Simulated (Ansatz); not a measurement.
# Lattice dynamics of Ag3TeF (built on the sites of a database entry of Ag3SI)

The cell of Ag3TeF (built on the sites of a database entry of Ag3SI) is at rest. What are its phonons?

Method: DFT PBE, scalar-relativistic, plane waves, norm-conserving pseudopotentials, in Ansatz 0.2.0.

The structure was built from a prototype and need not be the compound's stable phase.

### Step 1. Starting point

Symmetry: Pm-3m, No. 221, cubic system. The conventional cell has a = 5.275 Å, b = 5.275 Å, c = 5.275 Å, α = 90.00°, β = 90.00°, γ = 90.00°. Ag has 2 Te at 2.64 Å nearest. Te has 6 Ag at 2.64 Å nearest. F has 12 Ag at 3.73 Å nearest. Farther neighbours and most contacts between anions are not listed.

### Step 2. Zone-centre response

The cell comes from relaxations at this level that are not shown. The zone centre is the only wavevector solved here; it holds the modes that light can see, as far as symmetry allows. The response to a homogeneous field gives the Born charges and the dielectric tensor, and its change with displacement the Raman tensors.

The input, input.yaml:

```yaml
crystal:
  lattice:
    - [5.2749394314, 0.0, 0.0]
    - [0.0, 5.2749394314, 0.0]
    - [0.0, 0.0, 5.2749394314]
  atoms:
    - { symbol: Ag, position: [0.5, 0.5, 0.0] }
    - { symbol: Ag, position: [0.0, 0.5, 0.5] }
    - { symbol: Ag, position: [0.5, 0.0, 0.5] }
    - { symbol: Te, position: [0.5, 0.5, 0.5] }
    - { symbol: F, position: [0.0, 0.0, 0.0] }
kpoints:
  mp_grid: { grid: [6, 6, 6] }
hamiltonian:
  xc: pbe
  pseudopotentials: { kind: nc }
scf:
  occupations: { method: fixed }
output:
  eigenvalues: true
phonons:
  method: dfpt
  dielectric: true
  rigid_motions: translations
  raman: true
```

Run with:

```console
ansatz run input.yaml --threads 8 --pin off --max-ram 14336MiB --backend cpu --events-out ev --progress --plain --runs-dir out
```

Numbers of over 12 decimals in the logs are rounded to 6 here.

What it wrote:

```text
Engine: ansatz 0.2.0, x86_64-unknown-linux-gnu
Pseudopotentials: kind: nc
Pseudopotential: Ag, nc, valence charge 19, recommended cutoff 960 eV (normal), Ag.nc.azcp
Pseudopotential: Te, nc, valence charge 16, recommended cutoff 1120 eV (normal), Te.nc.azcp
Pseudopotential: F, nc, valence charge 7, recommended cutoff 1320 eV (normal), F.nc.azcp
Functional definition: PBE
  parameter kappa = 0.804
  parameter beta = 0.066725
  exchange = pbe_x(kappa = kappa, mu = beta*pi^2/3)
  correlation = pbe_c(beta = beta)
Crystal: 5 atoms, lattice volume = 146.775 Å³
Basis set: ecut = 1320 eV, 15967 PW (Γ), exchange–correlation on 128×128×128 points (8 copies of the dense FFT grid, shifted against one another)
Bands: 48, of which v1, the nominal top of the filled ones, is band 40 counted from 1 (39 counted from 0)
Symmetry: 48 space group operations
k-points: 80 of 216 (irreducible under 2 space group operations, time reversal used)
Non-local potential: Ag, projectors of the file, l = 0: 2, l = 1: 2, l = 2: 2, l = 3: 1
Non-local potential: Te, projectors of the file, l = 0: 3, l = 1: 3, l = 2: 2, l = 3: 2
Non-local potential: F, projectors of the file, l = 0: 2, l = 1: 2, l = 2: 1
Initial density: superposition of atomic densities (chi_scale 0.1, normalization cell), built separately for each of the 2 bonded fragments (scf.initial_density.interfragment_charge_transfer: auto; true builds it for the cell as a whole; a typed value also counts as a typed key of the start: scf.initial_density.chi_scale says what that changes, if anything)
Initial wavefunctions: pseudopotential atomic-orbital guess
Functional: x = pbe(κ = 0.804, μ = 0.219515), c = pbe(β = 0.066725)
SCF iter   1: F=—  HF=-16292.987783 eV  |F-HF|=—  |Δ(HF+E_count)|=         —  Δρ=6.75e-2  dr2=9.18e0  ethr=3.10e-3  ⟨swp⟩=6.7  Hψ=15425  notcnv=0  defer=437
preconditioner: auto → Resta (q_TF=auto, 2.466 Å⁻¹)  ε∞=5.9  [insulator: Δε(μ)=1.820 eV  Ē_g=9.353 eV  n_scr=32 (ndim 8)  ℏωp=20.8 eV  f_vac=0.250  ε∞_Penn≈5.9]
SCF iter   2: F=—  HF=-16290.340453 eV  |F-HF|=—  |Δ(HF+E_count)|=    2.65e0  Δρ=2.58e-2  dr2=1.58e0  ethr=3.10e-3  ⟨swp⟩=3.4  Hψ=6787  notcnv=0  defer=464
SCF iter   3: F=—  HF=-16289.858477 eV  |F-HF|=—  |Δ(HF+E_count)|=   4.82e-1  Δρ=1.30e-2  dr2=6.19e-1  ethr=1.98e-3  ⟨swp⟩=2.8  Hψ=4882  notcnv=0  defer=460
SCF iter   4: F=—  HF=-16289.633234 eV  |F-HF|=—  |Δ(HF+E_count)|=   2.25e-1  Δρ=8.14e-3  dr2=9.74e-2  ethr=7.74e-4  ⟨swp⟩=3.6  Hψ=5350  notcnv=0  defer=470
SCF iter   5: F=—  HF=-16289.655934 eV  |F-HF|=—  |Δ(HF+E_count)|=   2.27e-2  Δρ=8.05e-3  dr2=1.17e-1  ethr=1.22e-4  ⟨swp⟩=3.2  Hψ=7049  notcnv=0  defer=472
SCF iter   6: F=—  HF=-16289.640775 eV  |F-HF|=—  |Δ(HF+E_count)|=   1.52e-2  Δρ=4.89e-3  dr2=4.60e-2  ethr=1.22e-4  ⟨swp⟩=1.5  Hψ=4474  notcnv=0  defer=471
SCF iter   7: F=—  HF=-16289.632669 eV  |F-HF|=—  |Δ(HF+E_count)|=   8.11e-3  Δρ=1.01e-3  dr2=2.42e-3  ethr=5.75e-5  ⟨swp⟩=2.1  Hψ=4207  notcnv=0  defer=470
SCF iter   8: F=—  HF=-16289.632473 eV  |F-HF|=—  |Δ(HF+E_count)|=   1.95e-4  Δρ=2.14e-4  dr2=4.39e-5  ethr=3.03e-6  ⟨swp⟩=2.0  Hψ=6291  notcnv=0  defer=473
SCF iter   9: F=—  HF=-16289.633392 eV  |F-HF|=—  |Δ(HF+E_count)|=   9.18e-4  Δρ=1.17e-4  dr2=2.57e-5  ethr=5.49e-8  ⟨swp⟩=3.0  Hψ=7227  notcnv=0  defer=470
SCF iter  10: F=—  HF=-16289.633388 eV  |F-HF|=—  |Δ(HF+E_count)|=   3.66e-6  Δρ=4.84e-5  dr2=5.32e-6  ethr=3.22e-8  ⟨swp⟩=2.3  Hψ=4869  notcnv=0  defer=468
[...]
SCF iter  14: F=—  HF=-16289.633387 eV  |F-HF|=—  |Δ(HF+E_count)|=  3.17e-10  Δρ=4.83e-7  dr2=2.50e-10  ethr=2.08e-12  ⟨swp⟩=3.0  Hψ=8364  notcnv=0  defer=468
SCF iter  15: F=-16289.633387 eV  HF=-16289.633387 eV  |F-HF|=3.64e-11  |Δ(HF+E_count)|=  2.55e-11  Δρ=2.37e-7  dr2=5.55e-11  ethr=1.00e-12  ⟨swp⟩=25.3  Hψ=36939  notcnv=0
SCF 1 converged in 15 iterations: F = -16289.633387 eV  dr2 = 5.55e-11
DFPT response loops at Γ: preconditioner auto → none (the input reference at scf.mixing.eps_inf says where Resta's filter doesn't serve); β = 0.50; Broyden in place of MSR1
── the response to a field inside a basis, on 8×8×8 k-points: an SCF that follows is theirs, and a resumed run solves both again ──
Bands: 41, of which v1, the nominal top of the filled ones, is band 40 counted from 1 (39 counted from 0)
k-points: 20
Initial density: handed on by an earlier stage of this run
Initial wavefunctions: pseudopotential atomic-orbital guess (no wavefunctions were taken with the density)
Eigensolver: Dense (20 Hₖ)
SCF iter   1: F=—  HF=-16289.392227 eV  |F-HF|=—  |Δ(HF+E_count)|=         —  Δρ=5.83e-4  dr2=1.14e-4  ethr=1.00e-1
preconditioner: auto → Resta (q_TF=auto, 2.466 Å⁻¹)  ε∞=12.1  [insulator: Δε(μ)=1.431 eV  Ē_g=6.242 eV  n_scr=32 (ndim 8)  ℏωp=20.8 eV  f_vac=0.265  ε∞_Penn≈12.1]
SCF iter   2: F=—  HF=-16289.392235 eV  |F-HF|=—  |Δ(HF+E_count)|=   7.64e-6  Δρ=2.76e-4  dr2=3.43e-5  ethr=1.43e-7
SCF iter   3: F=—  HF=-16289.392244 eV  |F-HF|=—  |Δ(HF+E_count)|=   8.93e-6  Δρ=1.36e-4  dr2=1.60e-5  ethr=4.29e-8
SCF iter   4: F=—  HF=-16289.392242 eV  |F-HF|=—  |Δ(HF+E_count)|=   2.07e-6  Δρ=3.06e-5  dr2=1.51e-6  ethr=2.00e-8
SCF iter   5: F=—  HF=-16289.392242 eV  |F-HF|=—  |Δ(HF+E_count)|=   1.46e-7  Δρ=8.86e-6  dr2=2.23e-7  ethr=1.89e-9
[...]
DFPT response loops at Γ: mixed as the last ones told, above
DFPT response loops at Γ: mixed as the last ones told, above
WARN: field response: ε∞ stands inside a basis, on 8×8×8 points; the force constants stand on the 6×6×6 k-mesh, whose period is 13.61 times the interband length at k = (0.0000, -0.5000, -0.5000), direct gap 1.700 eV, under 14: take them and everything formed from them as unconverged, and compare with a denser kpoints.mp_grid
SCF converged after 15 iterations
Free energy (F): -16289.633387 eV
Harris-Foulkes:  -16289.633387 eV  (|F-HF|=3.64e-11)
Internal energy: -16289.633387 eV  (E = F + TS)
E sigma→0 (E₀):  -16289.633387 eV
Fermi energy:    5.629035 eV
--- Per-component energies (eV) ---
  E_band       = -1626.864649
  E_kinetic    = 6474.987214
  E_local      = -16470.575206  (includes V_loc(G=0)·N_el)
  E_nonlocal   = -1110.259457
  E_hartree    = 5830.307824
  E_xc         = -2798.180145
  E_vxc        = -2181.633448  (∫ρ·V_xc dr)
  E_ewald      = -8215.913616
  E_smearing   = -0.000000  (= −TS)
  E_closure    = -0.000000  (closes the sum)
  Σ components = -16289.633387   (vs F -16289.633387, Δ=0.00e0)
--- Band table (eV; the first three rows and the last of 80) ---
  k-point 0: bands = [... 36 lower, 2.8354, 5.4806, 5.4806, 5.4806, 6.8343, 7.6223, 7.6223, 12.4534, ... 4 higher]
  k-point 1: bands = [... 36 lower, 3.2048, 5.4159, 5.4847, 5.4847, 7.1298, 7.6600, 8.1607, 12.1235, ... 4 higher]
  k-point 2: bands = [... 36 lower, 3.6461, 5.3136, 5.4886, 5.4886, 7.2969, 7.7438, 9.8352, 11.4084, ... 4 higher]
  k-point 79: bands = [... 36 lower, 4.6043, 5.2635, 5.2635, 5.2635, 8.5838, 8.5838, 8.5838, 12.4750, ... 4 higher]
--- Phonons (Γ-DFPT): 4 representative perturbations + reference, on 80 of 216 k-points (Σ response iterations 17) ---
  k mesh reduced under 2 symmetry operations, with k and −k counted as one. Each operation leaves every solved perturbation unchanged. A smaller set is not considered because the run solves the response to a homogeneous field
  ASR residual: 1.101e-3 → 0.000e0 eV/Å²; symmetrization residual: 1.188e-5 eV/Å²
  ASR residual per site (eV/Å²): 1.10e-3 1.10e-3 1.10e-3 1.83e-4 3.38e-4
  Γ frequencies (cm⁻¹): -116.56 -116.56 -116.56 -57.09 -57.09 -57.09 -52.53 -52.53 -52.53 0.00 0.00 0.00 217.84 217.84 217.84
  ε∞ (high-frequency dielectric tensor):
        5.592934     0.000000     0.000000
        0.000000     5.592934     0.000000
        0.000000     0.000000     5.592934
  softest optical mode at Γ: -116.56 cm⁻¹; the repairs (sum rule, projections) moved no ω² at Γ by more than (2.72 cm⁻¹)²
  Born effective charges Z* (e; rows j = field, columns β = displacement):
    site 0:
         0.64713    0.00000    0.00000
        -0.00000    0.64713   -0.00000
        -0.00000    0.00000    0.99149
    site 1:
         0.99149    0.00000    0.00000
         0.00000    0.64713    0.00000
        -0.00000    0.00000    0.64713
    site 2:
         0.64713   -0.00000    0.00000
        -0.00000    0.99149    0.00000
        -0.00000    0.00000    0.64713
    site 3:
        -0.57343    0.00000    0.00000
         0.00000   -0.57343    0.00000
         0.00000    0.00000   -0.57343
    site 4:
        -1.71231   -0.00000    0.00000
        -0.00000   -1.71231    0.00000
        -0.00000    0.00000   -1.71231
  Z* charge neutrality: 3.072e-3 e pre-enforcement
  solved inside a basis spanned on kpoints, on 8×8×8 k-points transformed towards the longest dipole: ε∞ is read to err by 3.0e-2, Z* by 2.8e-2 e (field_mesh: kpoints solves on kpoints); Z* is corrected for what the basis lacks
  Raman tensors (in the event stream and the table raman_tensors.tsv): an entry may err by 6.6e-2 Å², one of the second-order susceptibility by 9.5e-18 pm/V (basis, points and sum rule); their sum over the sites missed zero by 7.205e-19 Å² ahead of its enforcement
  optical modes at Γ without the LO–TO term, one row a degenerate level:
      ω (cm⁻¹)  modes    IR ((D/Å)²/amu)  static Raman (Å⁴/amu)  depolarisation
       -116.56      3            10.6475                 0.0000               —
        -57.09      3             0.0000                 0.0000               —
        -52.53      3             0.7298                 0.0000               —
        217.84      3             0.6507                 0.0000               —
  optical modes at Γ + LO–TO along q̂ = [1.0000, 0.0000, 0.0000]:
      ω (cm⁻¹)  modes    IR ((D/Å)²/amu)  static Raman (Å⁴/amu)  depolarisation
       -116.56      2             7.0983                 0.0000               —
        -77.16      1             1.7459                 0.0000               —
        -57.09      3             0.0000                 0.0000               —
        -52.53      2             0.4865                 0.0000               —
        -25.41      1             1.9553                 0.0000               —
        217.84      2             0.4338                 0.0000               —
        219.38      1             0.3081                 0.0000               —
  optical modes at Γ + LO–TO along q̂ = [0.0000, 1.0000, 0.0000]:
      ω (cm⁻¹)  modes    IR ((D/Å)²/amu)  static Raman (Å⁴/amu)  depolarisation
       -116.56      2             7.0983                 0.0000               —
        -77.16      1             1.7459                 0.0000               —
        -57.09      3             0.0000                 0.0000               —
        -52.53      2             0.4865                 0.0000               —
        -25.41      1             1.9553                 0.0000               —
        217.84      2             0.4338                 0.0000               —
        219.38      1             0.3081                 0.0000               —
  optical modes at Γ + LO–TO along q̂ = [0.0000, 0.0000, 1.0000]:
      ω (cm⁻¹)  modes    IR ((D/Å)²/amu)  static Raman (Å⁴/amu)  depolarisation
       -116.56      2             7.0983                 0.0000               —
        -77.16      1             1.7459                 0.0000               —
        -57.09      3             0.0000                 0.0000               —
        -52.53      2             0.4865                 0.0000               —
        -25.41      1             1.9553                 0.0000               —
        217.84      2             0.4338                 0.0000               —
        219.38      1             0.3081                 0.0000               —
```

Elapsed: 5.3 min, on 8 threads of Intel Xeon 6975P-C (Granite Rapids), shared host; peak memory 9.6 GiB.

Reading the cycles: dr2 is the Hartree energy of the density residual (eV), the measure of convergence; HF is the Harris–Foulkes estimate of the energy, which meets the free energy F at convergence.

Numbers from this step:

```
gap on the k-mesh                                       : 1.205 eV
volume per atom                                         : 29.36 Å³
sum-rule residual before enforcement                    : 0.001101 eV/Å²
miss of the charge sum rule                             : 0.003072 e
estimated error of the dielectric tensor                : 0.03030
estimated error of the Born charges                     : 0.02843 e
point group                                             : m-3m
highest optical mode at the zone centre (no LO-TO term) : 217.8 cm⁻¹
lowest optical zone-centre mode                         : -116.6 cm⁻¹
mean high-frequency dielectric constant                 : 5.593
largest Born charge (third of the trace)                : -1.712 e
top of the zone-centre spectrum with the field          : 219.4 cm⁻¹
```

Without the LO-TO term. Patterns of degenerate modes are one choice out of their space. The modes at Γ (shares of kinetic energy by element, %) (negative means imaginary):

```
mode  frequency (cm⁻¹)  symmetry  Ag %  Te %  F %
   1            -116.6       T1u    16     1   83
   2            -116.6       T1u    16     1   83
   3            -116.6       T1u    16     1   83
   4             -57.1       T2u   100     0    0
   5             -57.1       T2u   100     0    0
   6             -57.1       T2u   100     0    0
   7             -52.5       T1u    59    28   13
   8             -52.5       T1u    59    28   13
   9             -52.5       T1u    59    28   13
  10               0.0  acoustic    69    27    4
  11               0.0  acoustic    69    27    4
  12               0.0  acoustic    69    27    4
  13             217.8       T1u    56    44    0
  14             217.8       T1u    56    44    0
  15             217.8       T1u    56    44    0
```

Displacements in mode 1 (-116.6 cm⁻¹), the largest set to 1:
```
Ag1  0.00 -0.02  0.03
Ag2  0.00 -0.02 -0.13
Ag3  0.00  0.01 -0.13
Te4  0.00  0.01  0.04
F5   0.00  0.19  1.00
```

Displacements in mode 8 (-52.5 cm⁻¹), the largest set to 1:
```
Ag1 -0.03 -0.08  0.53
Ag2  0.04 -0.08 -0.51
Ag3 -0.03  0.08 -0.51
Te4  0.04  0.08  0.57
F5  -0.07 -0.15 -1.00
```

Optical modes at the zone centre, without and with the macroscopic field of the longitudinal modes; each column is sorted by frequency, so a row need not hold one and the same mode. Modes with and without the field, by row:

```
rank among optical modes  no field (cm⁻¹)  q along (1, 0, 0) (cm⁻¹)
                       1           -116.6                    -116.6
                       2           -116.6                    -116.6
                       3           -116.6                     -77.2
                       4            -57.1                     -57.1
                       5            -57.1                     -57.1
                       6            -57.1                     -57.1
                       7            -52.5                     -52.5
                       8            -52.5                     -52.5
                       9            -52.5                     -25.4
                      10            217.8                     217.8
                      11            217.8                     217.8
                      12            217.8                     219.4
```

Born charge (rows field, columns displacement) (e), principal values of the symmetric part by kind of site:

```
atom  atoms with these values    low  middle   high   mean
 Ag1                        3   0.65    0.65   0.99   0.76
 Te4                        1  -0.57   -0.57  -0.57  -0.57
  F5                        1  -1.71   -1.71  -1.71  -1.71
```

In full for F5:

```
-1.71  0.00  0.00
 0.00 -1.71  0.00
 0.00  0.00 -1.71
```

High-frequency dielectric tensor:

```
5.59 0.00 0.00
0.00 5.59 0.00
0.00 0.00 5.59
```

Transverse modes; imaginary modes are left out. Lines of the infrared spectrum (strongest = 100):

```
position (cm⁻¹)  label  relative intensity
            218    T1u                 100
```

Before it was imposed, the acoustic sum rule was missed by 0.0011 eV/Å² and the charge sum rule by 0.0031 e. Small misses are needed for a sound result but don't prove that mesh and cutoff are converged. The lowest optical mode is imaginary, 116.6i cm⁻¹, so the energy falls along it.

The log warns of the k mesh: “the force constants stand on the 6×6×6 k-mesh, whose period is 13.61 times the interband length at k = (0.0000, -0.5000, -0.5000), direct gap 1.700 eV, under 14: take them and everything formed from them as unconverged”.

### Step 3. Another isotope, element Ag, natural mass 107.868 amu

An isotope changes the mass and not the force constants, so no new electronic calculation is needed; the shifts show which modes move this element.

The same force constants with the mass of Ag changed from 107.868 to 108.905 u (phonopy, no LO-TO term). Both lists are sorted by frequency; levels can cross, so a row need not hold one and the same mode. Modes under 3 cm⁻¹ are left out. Isotope shifts, by row:

```
    q  rank  natural mass (cm⁻¹)  changed mass (cm⁻¹)
0 0 0     1               -116.6               -116.5
0 0 0     2               -116.6               -116.5
0 0 0     3               -116.6               -116.5
0 0 0     4               -57.09               -56.81
0 0 0     5               -57.09               -56.81
0 0 0     6               -57.09               -56.81
0 0 0     7               -52.53               -52.38
0 0 0     8               -52.53               -52.38
0 0 0     9               -52.53               -52.38
0 0 0    13                217.8                217.3
0 0 0    14                217.8                217.3
0 0 0    15                217.8                217.3
```

A mode of this element alone would shift by -0.48 %. The highest zone-centre frequency without the field goes from 217.8 to 217.3 cm⁻¹ (-0.3 %).

### Step 4. Another isotope, element Te, natural mass 127.6 amu

The same for Te, from 127.60 to 129.91 u.

The same force constants with the mass of Te changed from 127.600 to 129.906 u (phonopy, no LO-TO term). Both lists are sorted by frequency; levels can cross, so a row need not hold one and the same mode. Modes under 3 cm⁻¹ are left out. Isotope shifts, by row:

```
    q  rank  natural mass (cm⁻¹)  changed mass (cm⁻¹)
0 0 0     1               -116.6               -116.5
0 0 0     2               -116.6               -116.5
0 0 0     3               -116.6               -116.5
0 0 0     4               -57.09               -57.09
0 0 0     5               -57.09               -57.09
0 0 0     6               -57.09               -57.09
0 0 0     7               -52.53                -52.4
0 0 0     8               -52.53                -52.4
0 0 0     9               -52.53                -52.4
0 0 0    13                217.8                  217
0 0 0    14                217.8                  217
0 0 0    15                217.8                  217
```

A mode of this element alone would shift by -0.89 %. The highest zone-centre frequency without the field goes from 217.8 to 217.0 cm⁻¹ (-0.4 %).

### Step 5. Outcome

- space group (within 0.01 Å): Pm-3m
- volume per atom: 29.4 Å³
- gap on the k-mesh: 1.21 eV
- highest optical mode at the zone centre (no LO-TO term): 218 cm⁻¹
- top of the zone-centre spectrum with the field: 219 cm⁻¹
- lowest optical zone-centre mode: -117 cm⁻¹
- mean high-frequency dielectric constant: 5.59
- largest Born charge (third of the trace): -1.71 e
- imaginary modes at Γ (the only wavevector solved): yes

A zone-centre mode is imaginary (116.6i cm⁻¹), so this structure is not a minimum of the energy. Without the field, the optical modes at Γ span -117 to 218 cm⁻¹ (negative means imaginary). No dispersion was computed. With the macroscopic field of the longitudinal modes the top of the zone-centre spectrum lies at 219 cm⁻¹, against 218 cm⁻¹ without it. Among the real modes, the strongest infrared line is at 218 cm⁻¹. With the field response the log warns that the k mesh is coarse for the force constants too, so the frequencies may not be converged. Spin-orbit coupling is left out, which can matter for the heavy elements here. The starting cell was built on a prototype and not taken from a measurement, so the phase need not exist. These are harmonic frequencies at zero temperature: anharmonic shifts, linewidths and thermal expansion are left out.

[Logs are printed without paths, hosts, clocks, repeated set-up lines and the standing remarks that a program may print on its own settings, such as how far it seeks lower states.]

[Hosts, paths, dates, database ids (printed as entryN), source tags and the programs' standing remarks are cut or masked in the printed files.]
